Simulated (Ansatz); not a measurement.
# AgS2: relaxing a made-up structure, part 2 of 2

Starting from a made-up structure for AgS2, the aim is the relaxed cell, its shortest contacts and, where a second run follows, its electronic structure.

Ansatz 0.2.0; DFT, PBE, plane-wave PAW, files of the set soft_1, scalar-relativistic, no spin, cell and ions relaxed at zero pressure; PAW set soft_1 (the session's first sound run).

So far: Starting point; Relaxation of the guess. The relaxed cell has a, b, c = 4.979, 6.277, 3.969 Å (conventional setting).

## Step 3: Bands of the relaxed cell

With the geometry fixed, one more self-consistent run, with a narrower smearing and the mesh shown in its input, gives the bands, and its pressure, and its forces where symmetry allows any, show how far the geometry depends on these settings.

This step: DFT, PBE, plane-wave PAW, files of the set soft_1, scalar-relativistic, no spin, bands and density of states at the relaxed cell; PAW set soft_1 (Ansatz 0.2.0).

The input, input.yaml:

```yaml
crystal:
  lattice:
    - [4.9788800212, 0.0, 0.0]
    - [0.0, 6.2765902792, 0.0]
    - [0.0, 0.0, 3.9685440985]
  atoms:
    - { symbol: Ag, position: [0.0, 0.0, 0.0] }
    - { symbol: Ag, position: [0.5, 0.5, 0.5] }
    - { symbol: S, position: [0.6635676446, 0.0957119604, 0.5] }
    - { symbol: S, position: [0.8364323554, 0.5957119604, 0.0] }
    - { symbol: S, position: [0.1635676446, 0.4042880396, 0.0] }
    - { symbol: S, position: [0.3364323554, 0.9042880396, 0.5] }
kpoints:
  mp_grid: { grid: [6, 6, 8] }
  band_path:
    path:
      - [[0.0, 0.0, 0.0], [0.0, 0.0, 0.5], [0.5, 0.0, 0.5], [0.5, 0.0, 0.0], [0.0, 0.0, 0.0], [0.0, 0.5, 0.0], [0.0, 0.5, 0.5], [0.5, 0.5, 0.5], [0.5, 0.5, 0.0], [0.0, 0.5, 0.0]]
      - [[0.5, 0.0, 0.0], [0.5, 0.5, 0.0]]
      - [[0.0, 0.5, 0.5], [0.0, 0.0, 0.5]]
      - [[0.5, 0.0, 0.5], [0.5, 0.5, 0.5]]
    npoints: 6
scf:
  occupations: { method: fermi_dirac, width: 0.03 }
  n_extra_bands: 10
hamiltonian:
  xc: pbe
  pseudopotentials: { kind: paw, azcp: { folder: soft_1 } }
output:
  forces: true
  stress: true
  write_bands: true
  dos: { projected: true }
  write_density: true
  write_potential: true
  elf: true
  volumetric_format: npy
```

Command:

```
$ ansatz run input.yaml --threads 4 --pin off --max-ram 10240MiB --backend cpu --events-out ev --progress --plain --runs-dir out
```

Numbers of over 12 decimals in the logs are rounded to 6 here.

Output:

```text
[...]
Crystal: 6 atoms, lattice volume = 124.019 Å³
Basis set: ecut = 420 eV, 2433 PW (Γ), exchange–correlation on 72×90×54 points (8 copies of the dense FFT grid, shifted against one another)
Bands: 41, of which v1, the nominal top of the filled ones, is band 31 counted from 1 (30 counted from 0)
Symmetry: 8 space group operations
[...]
k-points: 80 of 288
[...]
SCF iter   1: F=—  HF=-18789.729290 eV  |F-HF|=—  |Δ(HF+E_count)|=         —  Δρ=3.08e-2  dr2=9.98e-1  ethr=3.10e-3  ⟨swp⟩=7.3  Hψ=15850  notcnv=0  defer=16
[...]
SCF iter   9: F=-18789.554898 eV  HF=-18789.554898 eV  |F-HF|=1.96e-8  |Δ(HF+E_count)|=   4.64e-7  Δρ=4.99e-6  dr2=4.26e-8  ethr=1.61e-10  ⟨swp⟩=18.6  Hψ=29511  notcnv=0
SCF 1 converged in 9 iterations: F = -18789.554898 eV  dr2 = 4.26e-8
[...]
NSCF: frozen V_eff on 76 k-points
SCF converged after 9 iterations
Free energy (F): -18789.554898 eV
[...]
Internal energy: -18789.545815 eV  (E = F + TS)
E sigma→0 (E₀):  -18789.550357 eV
Entropy (-TS):   -0.009083 eV (-1.514 meV/atom)
Fermi energy:    8.316353 eV
[...]
--- Forces (eV/Å), atoms counted from 1 ---
  atom   1  Ag    -0.00000000    -0.00000000     0.00000000
  atom   2  Ag     0.00000000     0.00000000     0.00000000
  atom   3  S      0.01543645     0.01500387     0.00000000
  atom   4  S     -0.01543645     0.01500387     0.00000000
  atom   5  S      0.01543645    -0.01500387     0.00000000
  atom   6  S     -0.01543645    -0.01500387     0.00000000
  max |Σ_I F_I| component: 3.47e-18 eV/Å
--- Stress (GPa, compression-positive) ---
       -0.044479       0.000000       0.000000
        0.000000       0.135141       0.000000
        0.000000       0.000000      -0.080601
  P = ⅓ Tr σ = 0.0034 GPa (0.034 kbar)
--- Band table (eV; the first three rows and the last of 80) ---
  k-point 0: bands = [... 27 lower, 5.3249, 6.4551, 9.1290, 9.2813, 9.3014, 10.7877, 11.3388, 11.6115, ... 6 higher]
  k-point 1: bands = [... 27 lower, 5.3564, 6.5749, 8.8517, 8.8840, 9.1079, 10.8289, 11.3338, 11.7281, ... 6 higher]
  k-point 2: bands = [... 27 lower, 5.3135, 6.8319, 7.9886, 8.2305, 8.6257, 10.8759, 11.2674, 11.8265, ... 6 higher]
  k-point 79: bands = [... 27 lower, 5.2245, 7.5407, 7.5407, 8.3256, 8.3256, 10.4449, 10.4449, 13.1810, ... 6 higher]
```

It took 12 s on 4 threads of Arm Neoverse V1, shared host; peak memory 0.62 GiB.

In the SCF lines HF is the Harris–Foulkes energy and dr2 the Hartree energy of the density residual, in eV; the loop may stop once dr2 is under the threshold and the program's other checks hold. Hψ counts applications of the Hamiltonian.

Numbers from this step:

- free energy: -18789.5549 eV
- energy at zero smearing: -18789.5504 eV
- smearing term TS: 0.009083 eV
- Fermi energy: 8.316 eV
- pressure: 0.003353 GPa

bands.tsv at the labelled points (eV, zero at the Fermi level; the bands that come nearest the Fermi level along the path):

```
point  band 28  band 29  band 30  band 31  band 32  band 33  band 34  band 35
    Γ    -2.99    -1.86     0.81     0.96     0.99     2.47     3.02     3.30
    X    -2.30    -1.48    -1.48    -0.84    -0.84     2.64     2.64     3.74
    S    -3.48    -1.74    -1.74     0.92     0.92     2.76     2.76     5.28
    Y    -1.73    -0.70    -0.70    -0.17    -0.17     2.07     2.07     4.05
    Γ    -2.99    -1.86     0.81     0.96     0.99     2.47     3.02     3.30
    Z    -2.49    -1.45    -1.45     0.80     0.80     2.07     2.07     4.67
    U    -2.20    -1.78    -1.78    -1.40    -1.40     3.25     3.25     3.92
    R    -3.09    -0.78    -0.78     0.01     0.01     2.13     2.13     4.86
    T    -1.54    -1.16    -1.16    -1.00    -1.00     2.98     2.98     4.03
    Z    -2.49    -1.45    -1.45     0.80     0.80     2.07     2.07     4.67
    Y    -1.73    -0.70    -0.70    -0.17    -0.17     2.07     2.07     4.05
    T    -1.54    -1.16    -1.16    -1.00    -1.00     2.98     2.98     4.03
    U    -2.20    -1.78    -1.78    -1.40    -1.40     3.25     3.25     3.92
    X    -2.30    -1.48    -1.48    -0.84    -0.84     2.64     2.64     3.74
    S    -3.48    -1.74    -1.74     0.92     0.92     2.76     2.76     5.28
    R    -3.09    -0.78    -0.78     0.01     0.01     2.13     2.13     4.86
```

States per cell as run, both spins, in windows of 1 eV, from dos.tsv (zero at the Fermi level):

```
from  to  total
  -8  -7   0.00
  -7  -6   2.58
  -6  -5   6.35
  -5  -4   6.63
  -4  -3  12.67
  -3  -2   3.62
  -2  -1   3.35
  -1   0   2.86
   0   1   1.93
   1   2   0.08
   2   3   3.73
   3   4   0.69
   4   5   3.47
   5   6   2.10
```

A further 24.0 states lie below the table's range.

ELF in the ab plane at fractional z = 0.000, with atoms of Ag and S within 0.2 Å of it. It is the smooth field of the valence electrons, not physical close to the nuclei.

Values, 17 rows by 14 columns, each cell a mean:
```
0.68 0.53 0.37 0.19 0.10 0.05 0.02 0.01 0.02 0.06 0.14 0.27 0.45 0.60
0.45 0.40 0.26 0.14 0.08 0.05 0.02 0.01 0.01 0.04 0.11 0.19 0.31 0.42
0.24 0.21 0.15 0.10 0.06 0.03 0.02 0.01 0.01 0.06 0.15 0.20 0.20 0.21
0.25 0.14 0.08 0.05 0.03 0.02 0.01 0.01 0.05 0.22 0.48 0.61 0.58 0.43
0.59 0.26 0.07 0.03 0.02 0.01 0.01 0.03 0.17 0.50 0.74 0.84 0.88 0.84
0.71 0.38 0.16 0.11 0.08 0.04 0.03 0.08 0.35 0.69 0.65 0.44 0.54 0.77
0.70 0.52 0.44 0.46 0.38 0.16 0.06 0.11 0.47 0.79 0.55 0.06 0.06 0.48
0.77 0.71 0.71 0.78 0.75 0.43 0.12 0.11 0.45 0.83 0.76 0.30 0.20 0.62
0.80 0.62 0.45 0.71 0.86 0.66 0.22 0.09 0.31 0.73 0.84 0.75 0.69 0.78
0.71 0.24 0.03 0.28 0.80 0.72 0.29 0.07 0.13 0.43 0.63 0.63 0.59 0.66
0.73 0.43 0.15 0.29 0.73 0.64 0.25 0.05 0.04 0.12 0.22 0.25 0.31 0.55
0.80 0.85 0.77 0.73 0.71 0.45 0.14 0.03 0.02 0.02 0.03 0.06 0.17 0.48
0.54 0.74 0.80 0.74 0.53 0.21 0.05 0.01 0.01 0.02 0.02 0.04 0.10 0.26
0.20 0.26 0.34 0.34 0.20 0.05 0.01 0.01 0.02 0.03 0.05 0.09 0.13 0.17
0.35 0.28 0.19 0.14 0.08 0.02 0.01 0.01 0.03 0.05 0.09 0.15 0.25 0.34
0.56 0.47 0.33 0.18 0.09 0.03 0.01 0.01 0.03 0.07 0.12 0.23 0.40 0.52
0.80 0.57 0.40 0.21 0.11 0.04 0.02 0.01 0.03 0.07 0.14 0.28 0.47 0.68
```
Columns run along a (5.0 Å), rows up along b (6.3 Å). Atoms in or near the plane, at fractional coordinates: Ag at (0.00, 0.00), S at (0.84, 0.60), S at (0.16, 0.40).

Valence density in the ab plane at fractional z = 0.000, with atoms of Ag and S within 0.2 Å of it. It is the smooth field of the valence electrons, not physical close to the nuclei.

Values in e/Å³, 17 rows by 14 columns, each cell a mean:
```
15  8  2  0  0  0  0  0  0  0  0  1  4 12
 4  2  1  0  0  0  0  0  0  0  0  0  1  3
 1  0  0  0  0  0  0  0  0  0  0  0  0  1
 0  0  0  0  0  0  0  0  0  0  0  0  0  0
 0  0  0  0  0  0  0  0  0  0  1  1  1  1
 1  0  0  0  0  0  0  0  0  0  1  1  1  1
 1  0  0  0  0  0  0  0  0  1  1  0  0  1
 1  1  1  1  0  0  0  0  0  1  1  1  1  1
 1  1  1  1  1  0  0  0  0  0  1  1  1  1
 1  1  0  1  1  0  0  0  0  0  0  0  0  1
 1  1  1  1  1  0  0  0  0  0  0  0  0  0
 1  1  1  1  1  0  0  0  0  0  0  0  0  0
 0  1  1  0  0  0  0  0  0  0  0  0  0  0
 0  0  0  0  0  0  0  0  0  0  0  0  0  0
 2  1  0  0  0  0  0  0  0  0  0  0  1  2
10  5  1  0  0  0  0  0  0  0  0  0  2  7
20 10  2  0  0  0  0  0  0  0  0  1  5 15
```
Columns run along a (5.0 Å), rows up along b (6.3 Å). Atoms in or near the plane, at fractional coordinates: Ag at (0.00, 0.00), S at (0.84, 0.60), S at (0.16, 0.40).

Electrostatic potential energy in the ab plane at fractional z = 0.000, with atoms of Ag and S within 0.2 Å of it. With pseudopotentials it is smooth inside the atoms' cores, unlike the true potential.

Ten even steps from '0' (-33 eV) to '9' (13 eV), each cell a mean:
```
53489999999634
34799999999853
67999999999987
99999999999888
89999999986447
79999999972002
68999999960110
66668999971001
51015899986325
30102899999887
30003899999998
73126899999999
88778999999999
88999999999998
45899999999975
33589999999743
83489999999635
```
Columns run along a (5.0 Å; values clipped at the 3rd and 97th percentile), rows up along b (6.3 Å). Atoms in or near the plane, at fractional coordinates: Ag at (0.00, 0.00), S at (0.84, 0.60), S at (0.16, 0.40).

## Step 4: Outcome

```json
{
 "space group, relaxed": "Pnnm",
 "conventional cell": "a = 4.979, b = 6.277, c = 3.969 Å; α = 90.0°, β = 90.0°, γ = 90.0°",
 "volume per atom": "20.67 Å³ (guess 18.82)"
}
```

What this shows: AgS2 relaxes to Pnnm with a = 4.979, b = 6.277 and c = 3.969 Å. The guessed volume was 9 % too small. The space group Pnnm was held in the relaxation, so the end point is a stationary structure within it and may be a saddle against distortions or other arrangements. Bands cross the Fermi level, so it is a metal or semimetal at this level. On the 6×6×8 mesh with the narrower smearing (relaxed on 6×5×7) the largest force component is 0.015 eV/Å and the largest stress component is 0.135 GPa, against the relaxation's thresholds of 0.015 eV/Å and 0.05 GPa. The cutoff wasn't tested. No dispersion term is used, so weakly bound directions may come out too long. The runs have no spin, and magnetism wasn't tested. Nothing here tests whether the compound is stable against decomposition.

[Logs are printed without paths, hosts, clocks, repeated set-up lines and the standing remarks that a program may print on its own settings, such as how far it seeks lower states.]

[Hosts, paths, dates, database ids (printed as entryN), source tags and the programs' standing remarks are cut or masked in the printed files.]
